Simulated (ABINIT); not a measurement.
## CsH (F-43m): phonons by linear response

Wanted: phonon bands, density of states and zone-centre response of CsH (F-43m).

Calculated with ABINIT 10.8.3; DFT LDA, scalar-relativistic, plane waves, PseudoDojo norm-conserving pseudopotentials.

The structure was built from a prototype and need not be the compound's stable phase.

## 1. Set-up

The structure is cubic, space group F-43m (No. 216). Conventional cell: a = 6.664 Å, b = 6.664 Å, c = 6.664 Å, α = 90.00°, β = 90.00°, γ = 90.00°. Nearest to Cs lie 4 H at 2.89 Å. Nearest to H lie 4 Cs at 2.89 Å. Farther neighbours are not listed.

## 2. A probe with smearing

A first run with smearing and empty bands tells whether the crystal has a gap, which decides between fixed occupations and smearing later on.

The input, probe.abi:

```
# ground state
tolvrs 1.0d-08
prtden 1
prtwf 1

# basis, mesh and filling
ecut 31.0
ngkpt 6 6 6
nshiftk 1
shiftk 0.0 0.0 0.0
istwfk *1
occopt 7
tsmear 0.005
nband 11
nstep 100
diemac 9.0
prtebands 0
prtgsr 0
useylm 1

# cell and atoms
acell 3*1.0 Angstrom
rprim 
    0.0 3.33223 3.33223
    3.33223 0.0 3.33223
    3.33223 3.33223 0.0
ntypat 2
znucl 55 1
natom 2
typat 1 2
xred 
    0.0 0.0 0.0
    0.25 0.25 0.25
pp_dirpath "./pseudo"
pseudos "Cs.upf, H.upf"
```

The run is started by

```console
OMP_NUM_THREADS=1 mpirun -n 4 abinit probe.abi > probe.log
```

Numbers of over 12 decimals in the logs are rounded to 6 here.

probe.abo, the main output file:

```text
[banners, grids, parts of the stress and lines that vanish by symmetry left out]
- input  file    -> probe.abi
- output file    -> probe.abo
- root for input  files -> probei
[...]
Symmetries : space group F-4 3 m (#216); Bravais cF (face-center cubic)
[...]
mpw =        4140          nfft =      110592          nkpt =          16
[...]
== DATASET  1 ==================================================================
[...]
cutoff_energies: {ecut:  31.0, pawecutdg:  -1.0, }
[...]
ETOT  1  -23.986568239726    -2.399E+01 1.989E-02 2.549E+02
 ETOT  2  -24.019460180867    -3.289E-02 1.935E-03 4.470E+00
 ETOT  3  -24.020325176982    -8.650E-04 7.978E-04 5.810E-01
 ETOT  4  -24.020365352371    -4.018E-05 5.058E-04 1.005E-02
 ETOT  5  -24.020365834761    -4.824E-07 1.801E-04 1.373E-03
 ETOT  6  -24.020365954243    -1.195E-07 1.168E-04 5.169E-05
 ETOT  7  -24.020365959574    -5.331E-09 4.038E-05 7.266E-07
 ETOT  8  -24.020365959688    -1.137E-10 2.394E-05 2.639E-08
 ETOT  9  -24.020365959692    -3.844E-12 9.350E-06 1.123E-09
 At SCF step    9       vres2   =  1.12E-09 < tolvrs=  1.00E-08 =>converged.
[...]
sigma(1 1)= -1.86364585E-06  sigma(3 2)=  0.00000000E+00
  sigma(2 2)= -1.86364585E-06  sigma(3 1)=  0.00000000E+00
  sigma(3 3)= -1.86364585E-06  sigma(2 1)=  0.00000000E+00
[...]
convergence: {deltae: -3.844E-12, res2:  1.123E-09, residm:  9.350E-06, diffor: null, }
etotal    :  -2.40203660E+01
[...]
sigma(1 1)= -1.86364585E-06  sigma(3 2)=  0.00000000E+00
  sigma(2 2)= -1.86364585E-06  sigma(3 1)=  0.00000000E+00
  sigma(3 3)= -1.86364585E-06  sigma(2 1)=  0.00000000E+00
[...]
- sigma(1 1)= -5.48303538E-02  sigma(3 2)=  0.00000000E+00
- sigma(2 2)= -5.48303538E-02  sigma(3 1)=  0.00000000E+00
- sigma(3 3)= -5.48303538E-02  sigma(2 1)=  0.00000000E+00
[...]
fcart     -5.0110252093E-31  1.6703417364E-31  1.6703417364E-31
           strten     -1.8636458473E-06 -1.8636458473E-06 -1.8636458473E-06
================================================================================

[key lines of the parts left out:]
pressure_GPa:   5.4830E-02
```

The job ended after 6.3 s (4 MPI ranks of Arm Neoverse V2, shared host; 25 s of CPU time).

Read from the output:

| Quantity | Value |
| --- | --- |
| volume per atom | 37.00 Å³ |
| pressure | 0.05483 GPa |
| gap on the k-mesh | 2.435 eV |

A gap of 2.4 eV opens on this mesh, so the crystal is taken as an insulator; the printed pressure holds the stress of the finite basis too.

## 3. Rough relaxation

The typed start is rough, so a first relaxation with smearing and loose thresholds takes it towards rest cheaply.

The input, prerelax.abi:

```
# relaxation
ionmov 2
optcell 2
dilatmx 1.15
chkdilatmx 0
ntime 40
tolmxf 3.0d-04
tolvrs 1.0d-10
prtwf 0
prtden 0
chksymtnons 0

# basis, mesh and filling
ecut 32.0
ecutsm 3.0
ngkpt 4 4 4
nshiftk 1
shiftk 0.0 0.0 0.0
istwfk *1
occopt 7
tsmear 0.005
nband 11
nstep 100
diemac 9.0
prtebands 0
prtgsr 0
useylm 1

# cell and atoms
acell 3*1.0 Angstrom
rprim 
    0.0 3.33223 3.33223
    3.33223 0.0 3.33223
    3.33223 3.33223 0.0
ntypat 2
znucl 55 1
natom 2
typat 1 2
xred 
    0.0 0.0 0.0
    0.25 0.25 0.25
pp_dirpath "./pseudo"
pseudos "Cs.upf, H.upf"
```

The run is started by

```console
OMP_NUM_THREADS=1 mpirun -n 4 abinit prerelax.abi > prerelax.log
```

prerelax.abo, the main output file:

```text
[banners, grids, parts of the stress and lines that vanish by symmetry left out]
- input  file    -> prerelax.abi
- output file    -> prerelax.abo
- root for input  files -> prerelaxi
[...]
Symmetries : space group F-4 3 m (#216); Bravais cF (face-center cubic)
[...]
mpw =        6620          nfft =      157464          nkpt =           8
[...]
== DATASET  1 ==================================================================
[...]
cutoff_energies: {ecut:  32.0, pawecutdg:  -1.0, }
[...]
ETOT  1  -23.984347739857    -2.398E+01 2.176E-02 3.699E+02
 ETOT  2  -24.019356302191    -3.501E-02 1.277E-03 7.387E+00
 ETOT  3  -24.020308533868    -9.522E-04 7.561E-04 7.983E-01
 ETOT  4  -24.020346389753    -3.786E-05 3.057E-04 1.340E-02
 ETOT  5  -24.020346732766    -3.430E-07 1.730E-04 1.612E-03
[...]
ETOT 10  -24.020346843451    -5.684E-13 1.104E-05 1.117E-10
 ETOT 11  -24.020346843451     1.990E-13 4.223E-06 3.607E-12
 At SCF step   11       vres2   =  3.61E-12 < tolvrs=  1.00E-10 =>converged.
[...]
sigma(1 1)= -2.83504404E-06  sigma(3 2)=  0.00000000E+00
  sigma(2 2)= -2.83504404E-06  sigma(3 1)=  0.00000000E+00
  sigma(3 3)= -2.83504404E-06  sigma(2 1)=  0.00000000E+00
[...]
convergence: {deltae:  1.990E-13, res2:  3.607E-12, residm:  4.223E-06, diffor: null, }
etotal    :  -2.40203468E+01
[...]
At Broyd/MD step   1, gradients are converged :
[...]
sigma(1 1)= -2.83504404E-06  sigma(3 2)=  0.00000000E+00
  sigma(2 2)= -2.83504404E-06  sigma(3 1)=  0.00000000E+00
  sigma(3 3)= -2.83504404E-06  sigma(2 1)=  0.00000000E+00
[...]
- sigma(1 1)= -8.34098753E-02  sigma(3 2)=  0.00000000E+00
- sigma(2 2)= -8.34098753E-02  sigma(3 1)=  0.00000000E+00
- sigma(3 3)= -8.34098753E-02  sigma(2 1)=  0.00000000E+00
[...]
fcart     -0.0000000000E+00 -0.0000000000E+00 -0.0000000000E+00
           strten     -2.8350440372E-06 -2.8350440372E-06 -2.8350440372E-06
================================================================================

[key lines of the parts left out:]
pressure_GPa:   8.3410E-02
Total energy (etotal) [Ha]= -2.40203468434507E+01
```

Run time: 7 s. Hardware: 4 MPI ranks; 28 s of CPU time.

Little changed from the start: no atom moved by 0.005 Å and no cell edge by 0.1 %.

Read from the output:

* pressure: 0.08341 GPa
* gap on the k-mesh: 2.408 eV

The volume changes by +0.0 % in this run and stands +0.0 % from the first cell.

## 4. Relaxation

The harmonic expansion needs vanishing forces, and a free crystal bears no stress, so cell and atoms are brought to rest. Stress is more sensitive to the basis than forces are: the last 3 Ha under the cutoff are smoothed with ecutsm, and the cutoff is raised above that of the later runs.

The input, relax.abi:

```
# relaxation
ionmov 2
optcell 2
dilatmx 1.08
ntime 40
tolmxf 1.0d-05
tolvrs 1.0d-14
prtwf 0
prtden 0
chksymtnons 0

# basis, mesh and filling
ecut 39.0
ecutsm 3.0
ngkpt 6 6 6
nshiftk 1
shiftk 0.0 0.0 0.0
istwfk *1
occopt 1
nband 5
nstep 100
diemac 9.0
prtebands 0
prtgsr 0
useylm 1

# cell and atoms
acell 3*1.0 Angstrom
rprim 
    0.0 3.332230002 3.332230002
    3.332230002 0.0 3.332230002
    3.332230002 3.332230002 0.0
ntypat 2
znucl 55 1
natom 2
typat 1 2
xred 
    0.0 0.0 0.0
    0.25 0.25 0.25
pp_dirpath "./pseudo"
pseudos "Cs.upf, H.upf"
```

The run is started by

```console
OMP_NUM_THREADS=1 mpirun -n 4 abinit relax.abi > relax.log
```

relax.abo, the main output file:

```text
[banners, grids, parts of the stress and lines that vanish by symmetry left out]
- input  file    -> relax.abi
- output file    -> relax.abo
- root for input  files -> relaxi
[...]
Symmetries : space group F-4 3 m (#216); Bravais cF (face-center cubic)
[...]
mpw =        7391          nfft =      216000          nkpt =          16
[...]
== DATASET  1 ==================================================================
[...]
cutoff_energies: {ecut:  39.0, pawecutdg:  -1.0, }
[...]
ETOT  1  -23.991025025570    -2.399E+01 7.561E-03 4.859E+02
 ETOT  2  -24.019621939897    -2.860E-02 1.293E-05 7.241E+00
 ETOT  3  -24.020379744298    -7.578E-04 5.402E-06 1.194E+00
 ETOT  4  -24.020419487584    -3.974E-05 9.776E-07 2.272E-02
 ETOT  5  -24.020419873814    -3.862E-07 2.631E-08 3.326E-03
[...]
At SCF step   13       vres2   =  8.56E-15 < tolvrs=  1.00E-14 =>converged.
[...]
sigma(1 1)= -2.58249292E-06  sigma(3 2)=  0.00000000E+00
  sigma(2 2)= -2.58249292E-06  sigma(3 1)=  0.00000000E+00
  sigma(3 3)= -2.58249292E-06  sigma(2 1)=  0.00000000E+00
[...]
convergence: {deltae: -9.202E-13, res2:  8.565E-15, residm:  1.620E-16, diffor: null, }
etotal    :  -2.40204200E+01
[...]
ETOT  1  -24.020420277062    -2.402E+01 1.017E-10 1.333E-03
[...]
At SCF step   10       vres2   =  2.09E-16 < tolvrs=  1.00E-14 =>converged.
[...]
sigma(1 1)= -2.51782785E-06  sigma(3 2)=  0.00000000E+00
  sigma(2 2)= -2.51782785E-06  sigma(3 1)=  0.00000000E+00
  sigma(3 3)= -2.51782785E-06  sigma(2 1)=  0.00000000E+00
[...]
convergence: {deltae:  1.123E-12, res2:  2.095E-16, residm:  1.388E-18, diffor: null, }
etotal    :  -2.40204203E+01
[...]
ETOT  1  -24.020364685223    -2.402E+01 7.801E-09 2.076E+00
[...]
ETOT 11  -24.020426085071     9.237E-14 8.197E-17 7.209E-14
 ETOT 12  -24.020426085072    -5.471E-13 8.580E-18 9.846E-16
 At SCF step   12       vres2   =  9.85E-16 < tolvrs=  1.00E-14 =>converged.
[...]
sigma(1 1)= -1.96955488E-08  sigma(3 2)=  0.00000000E+00
  sigma(2 2)= -1.96955488E-08  sigma(3 1)=  0.00000000E+00
  sigma(3 3)= -1.96955488E-08  sigma(2 1)=  0.00000000E+00
[...]
convergence: {deltae: -5.471E-13, res2:  9.846E-16, residm:  8.580E-18, diffor: null, }
etotal    :  -2.40204261E+01
[...]
At Broyd/MD step   3, gradients are converged :
[...]
sigma(1 1)= -1.96955488E-08  sigma(3 2)=  0.00000000E+00
  sigma(2 2)= -1.96955488E-08  sigma(3 1)=  0.00000000E+00
  sigma(3 3)= -1.96955488E-08  sigma(2 1)=  0.00000000E+00
[...]
- sigma(1 1)= -5.79463051E-04  sigma(3 2)=  0.00000000E+00
- sigma(2 2)= -5.79463051E-04  sigma(3 1)=  0.00000000E+00
- sigma(3 3)= -5.79463051E-04  sigma(2 1)=  0.00000000E+00
[...]
fcart      3.3302852349E-31 -9.9908557048E-31  3.3302852349E-31
           strten     -1.9695548789E-08 -1.9695548789E-08 -1.9695548789E-08
================================================================================

[key lines of the parts left out:]
pressure_GPa:   5.7946E-04
Total energy (etotal) [Ha]= -2.40204260850718E+01
```

It took 20 s on 4 MPI ranks.

Relaxation path:

```
step  energy less that of the first step (eV)  largest force (eV/Å)  volume (Å³)
   1                                   0.0000                0.0000        74.00
   2                                   0.0000                0.0000        74.02
   3                                  -0.0002                0.0000        74.70
```

```
conventional cell, symmetrised  before  after  change
                         a (Å)   6.664  6.685  +0.3 %
                         b (Å)   6.664  6.685  +0.3 %
                         c (Å)   6.664  6.685  +0.3 %
              volume (Å³/atom)   37.00  37.35  +0.9 %
```

The relaxed structure:

```cif
data_structure
_symmetry_space_group_name_H-M 'P 1'
_symmetry_Int_Tables_number 1
_cell_length_a 4.7272
_cell_length_b 4.7272
_cell_length_c 4.7272
_cell_angle_alpha 60.000
_cell_angle_beta 60.000
_cell_angle_gamma 60.000
_cell_volume 74.70
loop_
_atom_site_label
_atom_site_type_symbol
_atom_site_fract_x
_atom_site_fract_y
_atom_site_fract_z
_atom_site_occupancy
Cs1 Cs 0.00000 0.00000 0.00000 1
H2 H 0.25000 0.25000 0.25000 1
```

This step gave:

* volume per atom: 37.35 Å³
* pressure: 5.79e-4 GPa

The volume changes by +0.9 % in this run and stands +0.9 % from the first cell.

## 5. Ground state

The response is built on these wavefunctions, so the potential is converged far more tightly than an energy would need.

The input, gs.abi:

```
# ground state
tolvrs 1.0d-16
prtden 1
prtwf 1

# basis, mesh and filling
ecut 31.0
ngkpt 6 6 6
nshiftk 1
shiftk 0.0 0.0 0.0
istwfk *1
occopt 1
nband 5
nstep 100
diemac 9.0
prtebands 0
prtgsr 0
useylm 1

# cell and atoms
acell 3*1.0 Angstrom
rprim 
    0.0 3.342634312 3.342634312
    3.342634312 0.0 3.342634312
    3.342634312 3.342634312 0.0
ntypat 2
znucl 55 1
natom 2
typat 1 2
xred 
    0.0 0.0 0.0
    0.25 0.25 0.25
pp_dirpath "./pseudo"
pseudos "Cs.upf, H.upf"
```

The run is started by

```console
OMP_NUM_THREADS=1 mpirun -n 4 abinit gs.abi > gs.log
```

gs.abo, the main output file:

```text
[banners, grids, parts of the stress and lines that vanish by symmetry left out]
- input  file    -> gs.abi
- output file    -> gs.abo
- root for input  files -> gsi
[...]
Symmetries : space group F-4 3 m (#216); Bravais cF (face-center cubic)
[...]
mpw =        4184          nfft =      110592          nkpt =          16
[...]
== DATASET  1 ==================================================================
[...]
cutoff_energies: {ecut:  31.0, pawecutdg:  -1.0, }
[...]
ETOT  1  -23.991062043821    -2.399E+01 6.045E-03 2.493E+02
 ETOT  2  -24.019538137277    -2.848E-02 7.725E-06 3.918E+00
 ETOT  3  -24.020332265241    -7.941E-04 5.666E-06 6.023E-01
 ETOT  4  -24.020371882996    -3.962E-05 9.292E-07 1.109E-02
 ETOT  5  -24.020372216731    -3.337E-07 2.166E-08 1.516E-03
[...]
ETOT 15  -24.020372348085    -7.674E-13 1.226E-18 1.720E-16
 ETOT 16  -24.020372348085     8.953E-13 8.723E-20 2.912E-17
 At SCF step   16       vres2   =  2.91E-17 < tolvrs=  1.00E-16 =>converged.
[...]
sigma(1 1)=  6.90510606E-07  sigma(3 2)=  0.00000000E+00
  sigma(2 2)=  6.90510606E-07  sigma(3 1)=  0.00000000E+00
  sigma(3 3)=  6.90510606E-07  sigma(2 1)=  0.00000000E+00
[...]
convergence: {deltae:  8.953E-13, res2:  2.912E-17, residm:  8.723E-20, diffor: null, }
etotal    :  -2.40203723E+01
[...]
sigma(1 1)=  6.90510606E-07  sigma(3 2)=  0.00000000E+00
  sigma(2 2)=  6.90510606E-07  sigma(3 1)=  0.00000000E+00
  sigma(3 3)=  6.90510606E-07  sigma(2 1)=  0.00000000E+00
[...]
- sigma(1 1)=  2.03155234E-02  sigma(3 2)=  0.00000000E+00
- sigma(2 2)=  2.03155234E-02  sigma(3 1)=  0.00000000E+00
- sigma(3 3)=  2.03155234E-02  sigma(2 1)=  0.00000000E+00
[...]
fcart      4.9954278496E-31 -8.3257130827E-31 -1.6651426165E-31
           strten      6.9051060629E-07  6.9051060629E-07  6.9051060629E-07
================================================================================

[key lines of the parts left out:]
pressure_GPa:  -2.0316E-02
```

Wall time 5.4 s (4 MPI ranks).

Numbers from this step:

* pressure: -0.02032 GPa

The cell stands at -0.020 GPa, close enough for phonons.

## 6. Empty bands

Empty bands on the ground state's density check that the gap assumed so far is there in this cell.

The input, gap.abi:

```
# empty bands on the ground state's density
iscf -2
getden_filepath "gso_DEN"
tolwfr 1.0d-12
nbdbuf 2
prtwf 0

# basis, mesh and filling
ecut 31.0
ngkpt 6 6 6
nshiftk 1
shiftk 0.0 0.0 0.0
istwfk *1
occopt 1
nband 9
nstep 100
diemac 9.0
prtebands 0
prtgsr 0
useylm 1

# cell and atoms
acell 3*1.0 Angstrom
rprim 
    0.0 3.342634312 3.342634312
    3.342634312 0.0 3.342634312
    3.342634312 3.342634312 0.0
ntypat 2
znucl 55 1
natom 2
typat 1 2
xred 
    0.0 0.0 0.0
    0.25 0.25 0.25
pp_dirpath "./pseudo"
pseudos "Cs.upf, H.upf"
```

The run is started by

```console
OMP_NUM_THREADS=1 mpirun -n 4 abinit gap.abi > gap.log
```

gap.abo, the main output file:

```text
[banners, grids, parts of the stress and lines that vanish by symmetry left out]
- input  file    -> gap.abi
- output file    -> gap.abo
- root for input  files -> gapi
[...]
Symmetries : space group F-4 3 m (#216); Bravais cF (face-center cubic)
[...]
mpw =        4184          nfft =      110592          nkpt =          16
[...]
== DATASET  1 ==================================================================
[...]
cutoff_energies: {ecut:  31.0, pawecutdg:  -1.0, }
[...]
-outvars: echo values of variables after computation
            acell      1.8897261259E+00  1.8897261259E+00  1.8897261259E+00 Bohr
================================================================================
```

Wall time 4.5 s (4 MPI ranks).

Read from the output:

| Property | Result |
| --- | --- |
| gap on the k-mesh | 2.446 eV |

In this cell the gap on the mesh is 2.4 eV, indirect (smallest direct 2.5 eV), so fixed occupations hold.

(Continued in part 2 of 3.)

[Host names and launcher messages were left out of these logs when they were recorded.]

[Logs are printed without paths, hosts, clocks, repeated set-up lines and the standing remarks that a program may print on its own settings, such as how far it seeks lower states.]

[Hosts, paths, dates, database ids (printed as entryN), source tags and the programs' standing remarks are cut or masked in the printed files.]
